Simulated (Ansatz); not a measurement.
**Work function of Pb(100): what the settings cost and change**

How far do cutoff, k-mesh and smearing move the work function of Pb(100)?

Main program and level: Ansatz 0.2.0; plane-wave DFT, PBE, Ansatz PAW.

This is a report of a sequence of runs, with most program output left out.

## (1) The starting structure

The cell holds 7 atoms: 7 Pb. Cell: a = 3.500 Å, b = 3.500 Å, c = 32.850 Å, α = 90.0°, β = 90.0°, γ = 90.0°. Vacuum lies along c.

## (2) Run, setting cutoff 200 eV

A work function rests on the faint tail of the density, so the SCF threshold is tight. The cutoff is raised first; then mesh and smearing are varied at the default cutoff.

Contents of input.yaml:

```yaml
crystal:
  lattice:
    - [3.5001785669, 0.0, 0.0]
    - [0.0, 3.5001785669, 0.0]
    - [0.0, 0.0, 32.85]
  atoms:
    - { symbol: Pb, position: [0.0, 0.0, 0.2739726027] }
    - { symbol: Pb, position: [0.5, 0.5, 0.3493150685] }
    - { symbol: Pb, position: [0.0, 0.0, 0.4246575342] }
    - { symbol: Pb, position: [0.5, 0.5, 0.5] }
    - { symbol: Pb, position: [0.0, 0.0, 0.5753424658] }
    - { symbol: Pb, position: [0.5, 0.5, 0.6506849315] }
    - { symbol: Pb, position: [0.0, 0.0, 0.7260273973] }
kpoints:
  mp_grid: { grid: [12, 12, 1] }
hamiltonian:
  xc: pbe
scf:
  occupations: { method: fermi_dirac, width: 0.1 }
  convergence: { dr2_threshold: 1.0e-09 }
efield:
  axis: 3
  dipole_correction: true
  ramp_position: 0.97
  ramp_width: 0.06
basis:
  ecutwfc: "200 eV"
output:
  write_potential: true
  write_density: true
  volumetric_format: npy
  elf: true
```

On the command line:

```bash
ansatz run input.yaml --threads 2 --pin off --max-ram 3072MiB --backend cpu --events-out ev --progress --plain --runs-dir out
```

Run time: 41 s. Hardware: 2 threads of Arm Neoverse N1, shared host; peak memory 0.48 GiB.

Numbers from this step:

| Item | Value |
| --- | --- |
| energy at zero smearing | -83307.1521 eV |
| work function, upper face | 3.815 eV |

Running mean over 2.475 Å of the planar mean; the ramp of the sawtooth is left out. Table of electron's electrostatic potential energy less the Fermi level by z:

| z (Å) | electron's electrostatic potential energy less the Fermi level (eV) |
| --- | --- |
| 4 | 3.77 |
| 5 | 3.74 |
| 6 | 3.60 |
| 7 | 2.50 |
| 8 | -2.44 |
| 9 | -5.48 |
| 10 | -5.70 |
| 11 | -5.72 |
| 12 | -5.76 |
| 13 | -5.81 |
| 14 | -5.81 |
| 15 | -5.78 |
| 16 | -5.76 |
| 17 | -5.76 |
| 18 | -5.79 |
| 19 | -5.81 |
| 20 | -5.80 |
| 21 | -5.76 |
| 22 | -5.72 |
| 23 | -5.69 |
| 24 | -5.36 |
| 25 | -1.62 |
| 26 | 2.86 |
| 27 | 3.64 |
| 28 | 3.74 |
| 29 | 3.78 |

ELF in the ca plane at fractional y = 0.000, with atoms of Pb within 0.2 Å of it. It is the smooth field of the valence electrons, not physical close to the nuclei.

Ten even steps from '0' (0.00) to '9' (0.51), each cell a mean:
```
67301666312136761037652222557401689710000000
57767755211125577676541122456766879410000000
56666563222224656656521222355566687110000000
35555532233322455554222333235656642100000000
23444322233322234443222333233455421100000000
46555653223223565566422232246656774100000000
66787654212125567876631122355678779210000000
57524765211136673267551222556623779610000000
67100666312246750027662223657200588720000000
```
Columns run along c (16.0 Å, from fractional 0.39 to 0.88 of the cell), rows up along a (3.5 Å). Atoms in or near the plane, at fractional coordinates: Pb at (0.42, 0.00), Pb at (0.58, 0.00), Pb at (0.73, 0.00).

Electrostatic potential energy in the ca plane at fractional y = 0.000, with atoms of Pb within 0.2 Å of it. With pseudopotentials it is smooth inside the atoms' cores, unlike the true potential.

Ten even steps from '0' (-38 eV) to '9' (8 eV), each cell a mean:
```
71010068999998501102799999973011058999999999
85100489999999730016899999986100379999999999
98766899999999886678999999998766889999999999
99989999999999999899999999999989999999999999
99999999999999999999999999999999999999999999
99888899999999988889999999999888899999999999
87423689999999863247899999997523689999999999
83000279999998610004899999984000168999999999
71031058999998401302799999972022048999999999
```
Columns run along c (16.0 Å, from fractional 0.39 to 0.88 of the cell; values clipped at the 3rd and 97th percentile), rows up along a (3.5 Å). Atoms in or near the plane, at fractional coordinates: Pb at (0.42, 0.00), Pb at (0.58, 0.00), Pb at (0.73, 0.00).

Valence density in the ca plane at fractional y = 0.000, with atoms of Pb within 0.2 Å of it. It is the smooth field of the valence electrons, not physical close to the nuclei.

Values in e/Å³, 5 rows by 16 columns, each cell a mean:
```
1.3 3.9 0.4 0.1 0.1 1.5 3.8 0.4 0.1 0.1 1.8 3.6 0.3 0.0 0.0 0.0
0.2 0.5 0.1 0.1 0.1 0.2 0.5 0.1 0.1 0.1 0.3 0.4 0.1 0.0 0.0 0.0
0.1 0.1 0.1 0.1 0.1 0.1 0.1 0.1 0.1 0.1 0.1 0.1 0.0 0.0 0.0 0.0
0.4 1.0 0.2 0.1 0.1 0.4 0.9 0.2 0.1 0.1 0.5 0.9 0.1 0.0 0.0 0.0
1.7 5.4 0.5 0.1 0.1 2.0 5.2 0.4 0.1 0.1 2.3 4.9 0.4 0.0 0.0 0.0
```
Columns run along c (16.0 Å, from fractional 0.39 to 0.88 of the cell), rows up along a (3.5 Å). Atoms in or near the plane, at fractional coordinates: Pb at (0.42, 0.00), Pb at (0.58, 0.00), Pb at (0.73, 0.00).

The work function is 3.815 eV. The program marks this work function as in doubt.

## (3) Run

Edit input.yaml of step 2 so:

```diff
@@ -26,3 +26,3 @@
 basis:
-  ecutwfc: "200 eV"
+  ecutwfc: "300 eV"
 output:
@@ -31,2 +31 @@
   volumetric_format: npy
-  elf: true
```

Elapsed: 55 s, on 2 threads; peak memory 0.69 GiB; 93 s of CPU time.

The work function is 3.735 eV, -0.080 eV from the run “cutoff 200 eV”, at 1.3 times its CPU time.

## (4) Run

Edit input.yaml of step 3 so:

```diff
@@ -26,3 +26,3 @@
 basis:
-  ecutwfc: "300 eV"
+  ecutwfc: "420 eV"
 output:
```

The job ended after 88 s (2 threads; peak memory 0.98 GiB; 2.6 min of CPU time).

The work function is 3.736 eV, -0.080 eV from the run “cutoff 200 eV”, at 2.2 times its CPU time.

## (5) Run

Edit input.yaml of step 4 so:

```diff
@@ -26,3 +26,3 @@
 basis:
-  ecutwfc: "420 eV"
+  ecutwfc: "600 eV"
 output:
```

Elapsed: 2.6 min, on 2 threads; peak memory 1.5 GiB.

The work function is 3.735 eV, -0.000 eV from the run “cutoff 420 eV”, at 1.8 times its CPU time.

## (6) Run

Edit input.yaml of step 5 so:

```diff
@@ -14,3 +14,3 @@
 kpoints:
-  mp_grid: { grid: [12, 12, 1] }
+  mp_grid: { grid: [2, 2, 1] }
 hamiltonian:
@@ -25,4 +25,2 @@
   ramp_width: 0.06
-basis:
-  ecutwfc: "600 eV"
 output:
```

The job ended after 8.9 s (2 threads; peak memory 0.59 GiB; 11 s of CPU time).

The work function is 3.505 eV, -0.230 eV from the run “cutoff 420 eV”, at 0.070 times its CPU time.

## (7) Slab

Edit input.yaml of step 6 so:

```diff
@@ -14,3 +14,3 @@
 kpoints:
-  mp_grid: { grid: [2, 2, 1] }
+  mp_grid: { grid: [4, 4, 1] }
 hamiltonian:
```

Elapsed: 19 s, on 2 threads; peak memory 0.59 GiB; 28 s of CPU time.

The work function is 3.713 eV, -0.023 eV from the run “cutoff 420 eV”, at 0.18 times its CPU time.

## (8) Run

Edit input.yaml of step 7 so:

```diff
@@ -14,3 +14,3 @@
 kpoints:
-  mp_grid: { grid: [4, 4, 1] }
+  mp_grid: { grid: [8, 8, 1] }
 hamiltonian:
```

Elapsed: 49 s, on 2 threads; peak memory 0.78 GiB; 82 s of CPU time.

The work function is 3.749 eV, +0.013 eV from the run “cutoff 420 eV”, at 0.53 times its CPU time.

## (9) Run

Edit input.yaml of step 8 so:

```diff
@@ -14,3 +14,3 @@
 kpoints:
-  mp_grid: { grid: [8, 8, 1] }
+  mp_grid: { grid: [18, 18, 1] }
 hamiltonian:
```

Elapsed: 2.9 min, on 2 threads; peak memory 1.5 GiB.

The work function is 3.749 eV, +0.014 eV from the run “cutoff 420 eV”, at 2.0 times its CPU time.

## (10) Run

Edit input.yaml of step 9 so:

```diff
@@ -14,3 +14,3 @@
 kpoints:
-  mp_grid: { grid: [18, 18, 1] }
+  mp_grid: { grid: [12, 12, 1] }
 hamiltonian:
@@ -18,3 +18,3 @@
 scf:
-  occupations: { method: fermi_dirac, width: 0.1 }
+  occupations: { method: gaussian, width: 0.05 }
   convergence: { dr2_threshold: 1.0e-09 }
```

Wall time 86 s (2 threads); peak memory 0.97 GiB.

The work function is 3.682 eV, -0.054 eV from the run “cutoff 420 eV”, at 0.99 times its CPU time.

## (11) Run

Edit input.yaml of step 10 so:

```diff
@@ -18,3 +18,3 @@
 scf:
-  occupations: { method: gaussian, width: 0.05 }
+  occupations: { method: methfessel_paxton, width: 0.2 }
   convergence: { dr2_threshold: 1.0e-09 }
```

Run time: 85 s. Hardware: 2 threads; peak memory 0.97 GiB.

The work function is 3.707 eV, -0.028 eV from the run “cutoff 420 eV”, at 0.99 times its CPU time.

## (12) Run

Edit input.yaml of step 11 so:

```diff
@@ -18,3 +18,3 @@
 scf:
-  occupations: { method: methfessel_paxton, width: 0.2 }
+  occupations: { method: fermi_dirac, width: 0.3 }
   convergence: { dr2_threshold: 1.0e-09 }
```

The job ended after 1.8 min (2 threads; peak memory 1.1 GiB).

The work function is 3.791 eV, +0.056 eV from the run “cutoff 420 eV”, at 1.3 times its CPU time.

## (13) Run

Edit input.yaml of step 12 so:

```diff
@@ -18,3 +18,3 @@
 scf:
-  occupations: { method: fermi_dirac, width: 0.3 }
+  occupations: { method: cold, width: 0.1 }
   convergence: { dr2_threshold: 1.0e-09 }
```

The job ended after 87 s (2 threads; peak memory 0.97 GiB; 2.6 min of CPU time).

The work function is 3.700 eV, -0.036 eV from the run “cutoff 420 eV”, at 1.0 times its CPU time.

## (14) The series together

Times are for 2 threads of Arm Neoverse N1, shared host. The series side by side:

| no. | setting | work function, upper face (eV) | time | memory (GiB) |
| --- | --- | --- | --- | --- |
| 1 | cutoff 200 eV | 3.815 | 41 s | 0.48 |
| 2 | cutoff 300 eV | 3.735 | 55 s | 0.69 |
| 3 | cutoff 420 eV | 3.736 | 88 s | 0.98 |
| 4 | cutoff 600 eV | 3.735 | 2.6 min | 1.5 |
| 5 | mesh 2x2 | 3.505 | 8.9 s | 0.59 |
| 6 | mesh 4x4 | 3.713 | 19 s | 0.59 |
| 7 | mesh 8x8 | 3.749 | 49 s | 0.78 |
| 8 | mesh 18x18 | 3.749 | 2.9 min | 1.5 |
| 9 | Gaussian smearing 0.05 eV | 3.682 | 86 s | 0.97 |
| 10 | methfessel_paxton smearing 0.2 eV | 3.707 | 85 s | 0.97 |
| 11 | fermi_dirac smearing 0.3 eV | 3.791 | 1.8 min | 1.1 |
| 12 | cold smearing 0.1 eV | 3.700 | 87 s | 0.97 |

## (15) Varying the input

An input spoilt on purpose, to show how the run answers: it repeats the earlier run “cutoff 200 eV” with efield.amplitude to 0 and efield.dipole_correction from true to false, and scf.max_iter set to 75; its output block differs too.

Edit input.yaml of step 13 so:

```diff
@@ -18,9 +18,13 @@
 scf:
-  occupations: { method: cold, width: 0.1 }
+  occupations: { method: fermi_dirac, width: 0.1 }
   convergence: { dr2_threshold: 1.0e-09 }
+  max_iter: 75
 efield:
   axis: 3
-  dipole_correction: true
+  dipole_correction: false
   ramp_position: 0.97
   ramp_width: 0.06
+  amplitude: 0
+basis:
+  ecutwfc: "200 eV"
 output:
```

Run time: 0.02 s. Hardware: 2 threads; peak memory 0.07 GiB.

The input was rejected at the start.

The program's message: “Error: invalid value for `efield.amplitude`: is zero with dipole_correction: false — the section would apply nothing; set a non-zero amplitude, enable dipole_correction, or remove the block”

The fault put into the input: a field block that applies nothing.

## (16) What came out

```json
{
 "work function, cutoff 200 eV": "3.815 eV",
 "work function, cutoff 420 eV": "3.736 eV",
 "work function, cutoff 600 eV": "3.735 eV",
 "work function, mesh 2x2": "3.505 eV"
}
```

The run at the highest cutoff gives 3.74 eV, and the settings tried spread the value from 3.51 to 3.82 eV. Against 600 eV, a cutoff of 200 eV is off by +0.080 eV. Against 600 eV, a cutoff of 420 eV is off by +0.000 eV. Against the finest mesh, 18 points along a, the coarser ones are off by -0.24 (2), -0.04 (4) and -0.00 (8) eV. The smearing schemes and widths spread it over 0.11 eV. The program marks the value as in doubt in “cutoff 200 eV”. The ladder's slabs use the tabulated experimental lattice constant (two decimals; a low-temperature value for the alkali metals). In 1 run of the series (cutoff 200 eV) the program warns that electrons reach the sawtooth's ramp, which makes dipole and work function less sure.

[Logs are printed without paths, hosts, clocks, repeated set-up lines and the standing remarks that a program may print on its own settings, such as how far it seeks lower states.]

[Hosts, paths, dates, database ids (printed as entryN), source tags and the programs' standing remarks are cut or masked in the printed files.]

[Maps of the electrostatic potential energy from Ansatz leave out the sawtooth potential of an applied field or a dipole correction, so their vacuum need not be flat; planar profiles and work functions include it.]
